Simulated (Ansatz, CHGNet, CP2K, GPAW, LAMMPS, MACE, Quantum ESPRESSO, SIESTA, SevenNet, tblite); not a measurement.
## Glassy 62SiO2-21B2O3-8Na2O-8MgO (mol %) (80 atoms): runs against a plane-wave reference

Density of this cell: 2.52 g/cm³. The cell holds 80 atoms: 15 Si, 10 B, 4 Na, 2 Mg and 49 O. Its edges and angles: a = 9.864 Å, b = 9.864 Å, c = 9.864 Å, α = 90.0°, β = 90.0°, γ = 90.0°. 80 atoms (15 Si, 10 B, 4 Na, 2 Mg, 49 O) placed at random at 2.23 g/cm³, melted at 3000 K for 20 ps at fixed volume with the Buckingham and Coulomb pair potential of Guillot and Sator (Geochim. Cosmochim. Acta 71, 1249 (2007)) with the boron terms of Wang et al. (J. Non-Cryst. Solids 498, 294 (2018)). Quenched from 3000 K to 300 K at 50 K/ps and fixed volume, held 10 ps at zero pressure, then minimised at fixed cell.

Geometry: as built.

The reference, a calculation:

```
method                                           : Kohn-Sham DFT, PBE, SSSP efficiency 1.3.0 pseudopotentials, plane waves (Quantum ESPRESSO 7.5); sssp-pbe-1.3.0-efficiency, cutoffs 60/480 Ry, Γ point
r.m.s. force component                           : 0.8815 eV/Å
longest force                                    : 3.856 eV/Å
pressure                                         : 0.0683 GPa
gap (highest filled to lowest empty level) : 1.804 eV
time                                             : 1.8 min on 4 MPI ranks of Arm Neoverse V2, shared host
CPU time                                         : 7.4 min
```

Runs, in no order:
A. SIESTA PBE, TZP, shift 0.01 Ry, mesh 500 Ry: Kohn-Sham DFT, PBE, PseudoDojo 0.4.1 norm-conserving pseudopotentials (converted to PSML), numerical atomic orbitals (TZP), diagonalisation
B. GPAW PBE, LCAO sz(dzp), h 0.18 Å: Kohn-Sham DFT, PBE, PAW, atomic orbitals (sz(dzp))
C. MACE MP-0b3 medium potential: machine-learned interatomic potential MACE MP-0b3 medium, trained on PBE(+U) plane-wave data
D. GPAW revPBE, LCAO dzp, h 0.18 Å: Kohn-Sham DFT, revPBE, PAW, atomic orbitals (dzp)
E. tblite GFN1-xTB: GFN1-xTB tight binding, diagonalisation

Q: Order them from the smallest to the largest r.m.s. force difference.

A, C, D, E, B.

| run | Δ force, r.m.s. (meV/Å) | share of r.m.s. force (%) | CPU time |
| --- | --- | --- | --- |
| A. SIESTA PBE, TZP, shift 0.01 Ry, mesh 500 Ry | 107 | 12.1 | 7.5 min |
| C. MACE MP-0b3 medium potential | 210 | 23.9 | 7.9 s |
| D. GPAW revPBE, LCAO dzp, h 0.18 Å | 327 | 37.1 | 2.6 min |
| E. tblite GFN1-xTB | 524 | 59.5 | 3.7 s |
| B. GPAW PBE, LCAO sz(dzp), h 0.18 Å | 910 | 103 | 57 s |

Periodic xTB results under one method name differ between programs and library versions. Machine-learned potentials mimic data converged in k, so the reference's own k-point error enters their differences. The network of bonds at the start is that of the classical potential that made the cell, and needn't be the one that DFT or experiment would give. The electronic-structure runs sample only Γ, in a cell whose shortest periodic width is 10 Å.

[Logs are printed without paths, hosts, clocks, repeated set-up lines and the standing remarks that a program may print on its own settings, such as how far it seeks lower states.]

[Hosts, paths, dates, database ids (printed as entryN), source tags and the programs' standing remarks are cut or masked in the printed files.]
